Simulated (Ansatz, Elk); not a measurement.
## How far do independent atoms describe AlZnGeH?

The structure of AlZnGeH used here is made up (a known structure type with other elements) and was relaxed beforehand with PBEsol. The aim is the Fourier transform of its all-electron density, F(hkl), set beside the sum over free spherical atoms that refinements use.

Calculated with Elk 11.2.3 (patched build); DFT, PBE, all-electron APW+lo, Dirac cores, scalar-relativistic bands, static density, no spin.

This account leaves out most program logs.

The structure was built from a prototype and need not be the compound's stable phase.

## 1. The starting structure

Symmetry: P3m1, No. 156, trigonal system. Conventional cell: a = 3.870 Å, b = 3.870 Å, c = 4.865 Å, α = 90.00°, β = 90.00°, γ = 120.00°. Nearest to Ge lie 3 Al at 2.52 Å and 3 Zn at 2.57 Å. Nearest to Zn lie 3 H at 2.36 Å and 3 Ge at 2.57 Å. Nearest to Al lie 1 H at 1.66 Å and 3 Ge at 2.52 Å. H has 1 Al at 1.66 Å nearest. Farther neighbours are not listed.

## 2. Ground state and structure factors

An all-electron density is needed, since X-rays see the cores too. Task 0 finds the density and task 195 Fourier-transforms it; tshift is off so that phases refer to the origin typed.

The input, elk.in:

```
tasks
  0
  195

xctype
  20

spinpol
  .false.

rgkmax
  7.0

gmaxvr
  14.0

lmaxo
  7

lmaxapw
  8

swidth
  0.002

tshift
  .false.

ramdisk
  .false.

hmaxvr
  5.5

maxscl
  120

epspot
  1e-06

sppath
  './'

avec
  7.31260133958 0.00000000000 -0.00000000000
  -3.65630066979 6.33289852782 0.00000000000
  -0.00000000000 0.00000000000 9.19386171360

atoms
  4
  'Ge.in'
  1
  0.6666666667 0.3333333333 0.6740093224   0.000000 0.000000 0.000000
  'Zn.in'
  1
  0.3333333333 0.6666666667 -0.0653825452   0.000000 0.000000 0.000000
  'Al.in'
  1
  0.0000000000 -0.0000000000 0.4330840202   0.000000 0.000000 0.000000
  'H.in'
  1
  0.0000000000 -0.0000000000 0.0921892026   0.000000 0.000000 0.000000

ngridk
  7 7 5
```

On the command line:

```sh
$ OMP_NUM_THREADS=4 elk
```

Elapsed: 53 s, on 4 threads of Arm Neoverse V2, shared host; peak memory 0.16 GiB.

SFACRHO.OUT:

```text

h k l indices transformed by vhmat matrix:
   1.000000000       0.000000000       0.000000000    
   0.000000000       1.000000000       0.000000000    
   0.000000000       0.000000000       1.000000000    

      h      k      l  multipl.   |H|            Re(F)            Im(F)           |F|

      0      0      0      1   0.0000000       75.999999     -0.15476276E-16   75.999999    
      0      0      1      1  0.68341090       2.3059593      -32.385023       32.467017    
      0      0     -1      1  0.68341090       2.3059593       32.385023       32.467017    
     -1      0      0      3  0.99215001      -15.978282       1.4290871       16.042063    
      0     -1      0      3  0.99215001      -15.978282      -1.4290871       16.042063    
      1     -1      1      3   1.2047457      -1.8169501      -9.2860126       9.4621000    
      1      0      1      3   1.2047457      -25.039504       51.101569       56.906477    
      1     -1     -1      3   1.2047457      -25.039504      -51.101569       56.906477    
     -1      1     -1      3   1.2047457      -1.8169501       9.2860126       9.4621000    
      0      0     -2      1   1.3668218       7.9201808       2.9555091       8.4536559    
      0      0      2      1   1.3668218       7.9201808      -2.9555091       8.4536559    
      1     -1     -2      3   1.6889534       35.655594      -17.586539       39.756858    
      0     -1      2      3   1.6889534       35.655594       17.586539       39.756858    
      1     -1      2      3   1.6889534      -25.774616      -32.071976       41.145382    
      1      0     -2      3   1.6889534      -25.774616       32.071976       41.145383    
     -1      2      0      6   1.7184542       54.107639     -0.87197856E-09   54.107639    
     -2      1      1      6   1.8493608       2.0507210      -25.100046       25.183680    
      1     -2     -1      6   1.8493608       2.0507210       25.100046       25.183680
```

Elk indexes on the primitive cell of elk.in and gives |H| = 4π sin θ/λ in inverse bohr. Below, one row stands for each form hkl of the conventional cell (m members, Friedel mates merged), F is for one primitive cell and the density is static (no thermal factor). Free-atom factors are Waasmaier and Kirfel's, and R is Σm||F|−|F'||/Σm|F|.

```tsv
hkl	m	sin θ/λ (Å⁻¹)	abs F, DFT	neutral atoms	diff.	abs of complex diff.
001	2	0.103	32.467	32.362	+0.105	0.210
100	6	0.149	16.042	16.159	-0.117	0.272
011	6	0.181	9.462	9.683	-0.221	0.284
101	6	0.181	56.907	56.945	-0.038	0.132
002	2	0.205	8.454	8.631	-0.177	0.322
102	6	0.254	39.757	39.954	-0.197	0.221
012	6	0.254	41.145	41.542	-0.396	0.415
110	6	0.258	54.108	54.398	-0.291	0.291
111	12	0.278	25.184	25.498	-0.315	0.319
200	6	0.298	13.193	13.407	-0.214	0.220
003	2	0.308	27.069	27.440	-0.370	0.376
201	6	0.316	7.665	7.870	-0.205	0.205
021	6	0.316	46.186	46.465	-0.279	0.283
112	12	0.330	6.703	6.779	-0.076	0.076
103	6	0.343	3.510	3.569	-0.059	0.103
013	6	0.343	43.389	43.542	-0.153	0.159
202	6	0.362	35.131	35.199	-0.067	0.069
022	6	0.362	33.495	33.674	-0.179	0.184
```

## 3. The highest occupied states alone

An energy window below the Fermi level keeps the highest occupied states, to see at which angles they scatter; shallow core shells can lie inside it and anion s states outside. No new self-consistency is needed.

elk.in, as its differences from that of step 2:

```diff
@@ -1,3 +1,2 @@
 tasks
-  0
   195
@@ -40,2 +39,5 @@
 
+wsfac
+  -0.185530 0.481960
+
 sppath
```

On the command line:

```sh
$ OMP_NUM_THREADS=4 elk
```

Run time: 6.3 s. Hardware: 4 threads; peak memory 0.17 GiB; 8.6 s of CPU time.

States within 10 eV below the Fermi level hold 19.32 electrons; any levels below the window count with the cores, and a count that is not whole means the window cuts a band. Their amplitudes can exceed the total, where window and core parts have opposite phase:

```tsv
hkl	sin θ/λ (Å⁻¹)	abs F, window	abs F, all
001	0.103	9.104	32.467
100	0.149	7.458	16.042
011	0.181	6.885	9.462
101	0.181	9.101	56.907
002	0.205	6.844	8.454
102	0.254	6.805	39.757
012	0.254	6.155	41.145
110	0.258	6.523	54.108
111	0.278	6.099	25.184
200	0.298	5.439	13.193
```

## 4. Another try

In this try the input is made faulty on purpose, to show what that does.

The input is changed as shown.

elk.in, as its differences from that of step 3:

```diff
@@ -1,2 +1,3 @@
 tasks
+  0
   195
@@ -34,3 +35,3 @@
 maxscl
-  120
+  40
 
@@ -39,7 +40,7 @@
 
-wsfac
-  -0.185530 0.481960
-
 sppath
   './'
+
+scale
+  0.52917721
```

On the command line:

```sh
$ OMP_NUM_THREADS=4 elk
```

Run time: 85 s. Hardware: 4 threads; peak memory 0.17 GiB.

The fault put into the input: lattice vectors in angstrom read as bohr.

## 5. Another functional

The difference from free atoms is small, so it is set against the change that LDA (Perdew-Wang) makes.

elk.in, as its differences from that of step 4:

```diff
@@ -5,3 +5,3 @@
 xctype
-  20
+  3
 
@@ -35,3 +35,3 @@
 maxscl
-  40
+  120
 
@@ -42,5 +42,2 @@
   './'
-
-scale
-  0.52917721
```

On the command line:

```sh
$ OMP_NUM_THREADS=4 elk
```

Run time: 30 s. Hardware: 4 threads; peak memory 0.17 GiB; 1.8 min of CPU time.

Against the first run R = 0.06 %; the largest change is -0.053 at 300.

## 6. Basis size

The basis and the expansions that go with it are enlarged, to see whether the differences are converged.

elk.in, as its differences from that of step 5:

```diff
@@ -5,3 +5,3 @@
 xctype
-  3
+  20
 
@@ -11,12 +11,12 @@
 rgkmax
-  7.0
+  8.5
 
 gmaxvr
-  14.0
+  18.0
 
 lmaxo
-  7
+  9
 
 lmaxapw
-  8
+  10
```

On the command line:

```sh
$ OMP_NUM_THREADS=4 elk
```

Elapsed: 2.6 min, on 4 threads; peak memory 0.28 GiB.

Against the first run R = 0.00 %; the largest change is -0.002 at 122.

## 7. A coarser k-mesh

About half the k-points along each axis test the sampling.

elk.in, as its differences from that of step 6:

```diff
@@ -11,12 +11,12 @@
 rgkmax
-  8.5
+  7.0
 
 gmaxvr
-  18.0
+  14.0
 
 lmaxo
-  9
+  7
 
 lmaxapw
-  10
+  8
 
@@ -64,2 +64,2 @@
 ngridk
-  7 7 5
+  4 4 2
```

On the command line:

```sh
$ OMP_NUM_THREADS=4 elk
```

Run time: 18 s. Hardware: 4 threads; peak memory 0.17 GiB; 43 s of CPU time.

Against the first run R = 0.01 %; the largest change is -0.044 at 001.

## 8. Settings against the effect

```tsv
run	R against the first run (%)	R against neutral atoms, low angle (%)	wall time
PBE, rgkmax 7	0.00	0.75	53 s
LDA (Perdew-Wang)	0.06	0.74	30 s
rgkmax 8.5 with larger expansions	0.00	0.75	2.6 min
k-mesh 4×4×2	0.01	0.72	18 s
```

## 9. Summary of results

```json
{
 "R against neutral atoms, sin θ/λ < 0.3 Å⁻¹": "0.75 %",
 "R against neutral atoms, 0.3 to 0.82 Å⁻¹": "0.24 %"
}
```

**Reading.** Independent neutral atoms miss the calculated amplitudes by R = 0.75 % below 0.3 Å⁻¹ and 0.24 % from there to 0.82 Å⁻¹; by shells, 0.57 % below 0.15 Å⁻¹ (2 forms), 0.76 % 0.15 to 0.3 (8 forms), 0.39 % 0.3 to 0.45 (20 forms), 0.20 % above 0.45 (108 forms). Bonding, aspherical density and the tables' own atoms all enter these figures, and the runs don't part them. The largest change of an amplitude is -0.40 electrons, at 012. R counts amplitudes alone; phases shift too. The window's part falls from 19.3 electrons at the origin to at most 3.05 between 0.45 and 0.82 Å⁻¹, where compact states inside the window still scatter. Below 0.3 Å⁻¹ the changes that finished (LDA (Perdew-Wang), rgkmax 8.5 with larger expansions and k-mesh 4×4×2) move F by R = 0.05 % at most, against the 0.75 % that separates it from free atoms. Part of the difference isn't bonding: the tables are fits to free atoms and ions calculated by other methods than this functional. Thermal motion, anomalous dispersion and extinction are left out.

[Logs are printed without paths, hosts, clocks, repeated set-up lines and the standing remarks that a program may print on its own settings, such as how far it seeks lower states.]

[Hosts, paths, dates, database ids (printed as entryN), source tags and the programs' standing remarks are cut or masked in the printed files.]
